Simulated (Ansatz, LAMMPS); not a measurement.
# An extra electron or hole in glassy 76SiO2-9BaO-7SrO-4Li2O-4ZrO2 (mol %) (128 atoms): runs compared

Aim: add and remove one electron in glassy 76SiO2-9BaO-7SrO-4Li2O-4ZrO2 (mol %) (128 atoms), with atoms held and relaxed, and read trapping energy and localisation.

Computed with Ansatz 0.2.0: Kohn-Sham DFT, PBE, PAW (set soft_2), plane waves.

### 1. The cell as built

The cell holds 128 atoms: 34 Si, 4 Ba, 3 Sr, 4 Li, 2 Zr and 81 O. Cell: a = 12.269 Å, b = 12.269 Å, c = 12.269 Å, α = 90.0°, β = 90.0°, γ = 90.0°. 128 atoms (34 Si, 4 Ba, 3 Sr, 4 Li, 2 Zr, 81 O) placed at random at 2.87 g/cm³, melted at 4000 K for 10 ps at fixed volume with the Morse and Coulomb pair potential with partial charges (Pedone, Malavasi, Menziani, Cormack and Segre, J. Phys. Chem. B 110, 11780 (2006)). Quenched from 4000 K to 300 K at 1000 K/ps and fixed volume, held 10 ps at zero pressure, then minimised at fixed cell.

What the set-up can't give: The quench rate of 1000 K/ps is many orders above laboratory rates, so the cell is likely richer in defects and strain than a real sample. The starting topology of bonds comes from the classical model, and needn't be the one that DFT or experiment would give. Sampling is at Γ alone, for a cell whose shortest periodic width is 12 Å. Spin–orbit coupling is left out, which matters for the levels of the heavy elements.

### 2. The reference run

The reference is a single point at the end of the relaxation.

The charged cells start from the geometry of this run, on a uniform background, with spin and a narrow Fermi–Dirac smearing.

Its input, with most atom lines left out:

```yaml
crystal:
  lattice:
    - [12.26924, 0.0, 0.0]
    - [0.0, 12.26924, 0.0]
    - [0.0, 0.0, 12.26924]
  atoms:
    - { symbol: Si, position: [0.69085, 0.10424, 0.49947] }
    - { symbol: Si, position: [0.71495, 0.42028, 0.62174] }
    - { symbol: Si, position: [0.54405, 0.48094, 0.79361] }
    - { symbol: Si, position: [0.32293, 0.82722, 0.17078] }
    - { symbol: Si, position: [0.75326, 0.79691, 0.21009] }
    - { symbol: Si, position: [0.20769, 0.8988, 0.76231] }
    - { symbol: Si, position: [0.17825, 0.66183, 0.85831] }
    [... atom lines 8 to 128 left out ...]
kpoints:
  mp_grid: { grid: [1, 1, 1] }
hamiltonian:
  xc: pbe
scf:
  occupations: { method: fixed }
output:
  forces: true
  stress: true
  populations: intrinsic
  dos:
    method: { smearing: { sigma: 0.15 } }
    de: 0.1
    projected: { site_lists: { Ba: [Ba], Li: [Li], O: [O], Si: [Si], Sr: [Sr] } }
  eigenvalues: true
  write_density: true
  write_potential: true
  volumetric_format: npy
```

| Quantity | Value |
| --- | --- |
| free energy per atom | -869.8993 eV/atom |
| r.m.s. force component | 0.01076 eV/Å |
| pressure | -0.1991 GPa |

Filled and empty levels are parted by 3.56 eV (at Γ alone); a semilocal functional tends to put such gaps too low. In a disordered cell it changes from sample to sample, and tail or defect levels can set it.

### 3. The runs

Each row is one run, on 4 threads of Intel Xeon Platinum 8488C (Sapphire Rapids), shared host. The free energy is the program's total, comparable only between runs with the same functional, potentials and atoms; between charge states it hangs on the program's zero of potential.

| run | atoms | outcome | ionic steps, all passes | free energy (eV) | time | host memory (GiB) |
| --- | --- | --- | --- | --- | --- | --- |
| Single point at the start | 128 | converged | - | -111340.066 | 13 s | 2.8 |
| Relaxation | 128 | converged | 26 | -111347.115 | 4.6 min | 2.7 |
| Single point at the relaxed geometry | 128 | converged | - | -111347.115 | 27 s | 3.0 |
| An extra electron, atoms held | 128 | converged | - | -111339.361 | 87 s | 5.0 |
| An extra electron, atoms relaxed | 128 | converged | 5 | -111339.377 | 4.1 min | 4.9 |
| An extra electron, levels at the relaxed geometry | 128 | converged | - | -111339.377 | 93 s | 4.9 |
| Neutral at the geometry of the electron | 128 | converged | - | -111347.102 | 28 s | 3.0 |
| An extra hole, atoms held | 128 | converged | - | -111350.803 | 2.4 min | 4.9 |
| An extra hole, atoms relaxed | 128 | converged | 7 | -111350.943 | 7 min | 4.9 |
| An extra hole, levels at the relaxed geometry | 128 | converged | - | -111350.943 | 3.1 min | 4.9 |
| Neutral at the geometry of the hole | 128 | converged | - | -111346.918 | 30 s | 3.0 |

In some runs the program notes that the exchange-correlation potential is rough where the density is thin and starting moments were not kept.

A closer look about O104, which holds the most spin of the extra hole after relaxation: 11 atoms, nearest first, numbered in the order of the input, with positions taken from that point.

| atom | x | y | z | distance (Å) | Löwdin charge (e) | moment (μB) |
| --- | --- | --- | --- | --- | --- | --- |
| O104 | 0.00 | 0.00 | 0.00 | 0.00 | -0.76 | 0.24 |
| Si30 | 1.21 | 0.72 | 0.75 | 1.60 | 1.69 | 0.00 |
| Li43 | 0.30 | -1.47 | -1.02 | 1.82 | 0.80 | 0.00 |
| O75 | 2.33 | 1.26 | -0.33 | 2.67 | -0.69 | 0.02 |
| O89 | 0.60 | 1.88 | 1.80 | 2.67 | -0.77 | 0.00 |
| O49 | 2.16 | -0.33 | 1.68 | 2.75 | -0.80 | 0.01 |
| O97 | 0.90 | -2.77 | 0.25 | 2.92 | -0.97 | 0.02 |
| O107 | -0.24 | 3.14 | -0.17 | 3.15 | -0.77 | 0.02 |
| O112 | -1.58 | -1.75 | 2.26 | 3.27 | -0.77 | 0.00 |
| Si34 | -0.60 | 2.93 | 1.39 | 3.30 | 1.75 | 0.00 |
| O63 | 1.87 | -1.65 | -2.22 | 3.34 | -1.00 | 0.01 |

### 4. Energies and spread of the extra charge

Energies are differences within one cell and functional; the shift is the gain plus the neutral cell's energy at the new geometry, that is how much cheaper the vertical process becomes there. The spread is the participation number of the site moments (1/Σw², over the spin inside atomic spheres), with the atom that holds the largest share and the spin that the spheres hold in all.

| carrier | charged less neutral, atoms held (eV) | gain on relaxing (eV) | neutral cell at that geometry, less the reference (eV) | shift of the vertical energy (eV) | spread, atoms held | spread, relaxed |
| --- | --- | --- | --- | --- | --- | --- |
| electron | 7.754 | 0.016 | 0.013 | 0.029 | - | - |
| hole | -3.688 | 0.140 | 0.197 | 0.337 | 13; O104 20 % of 0.73 μB | 7; O104 33 % of 0.73 μB |

### 5. What came out

The extra electron gains 0.016 eV as the atoms relax: so small a gain shows no trapping at this level. The cell with the electron keeps a moment of only 0.00 μB where one unpaired electron should give 1 μB: the carrier is shared between both spins, which can hide trapping. The extra hole gains 0.14 eV as the atoms relax, and its spin goes from about 13 to 7 atoms: a partial localisation as the atoms move, with the largest share on O104. The hole is shared among 2 partly filled levels, as near-degenerate levels under the smearing give, and as self-interaction favours. Adding the two vertical energies gives 4.07 eV, against a gap of 3.56 eV in the neutral cell. The zero of the potential cancels in this sum; the excess isn't taken apart here: charging of a small cell, filling of bands on a coarse mesh and the attraction to the background can all enter.

Caveats: Single energies of charged cells hang on the program's zero of potential. In the spin-polarised runs the search for a state of lower energy was switched off. No distortion was seeded, so a trapped state behind a barrier can't be found. Local and semilocal functionals favour spread-out charges, so trapping can be missed. Charged cells carry a uniform background, with no correction for images.

The DFT runs together took 26 min of wall time.

[Logs are printed without paths, hosts, clocks, repeated set-up lines and the standing remarks that a program may print on its own settings, such as how far it seeks lower states.]

[Hosts, paths, dates, database ids (printed as entryN), source tags and the programs' standing remarks are cut or masked in the printed files.]
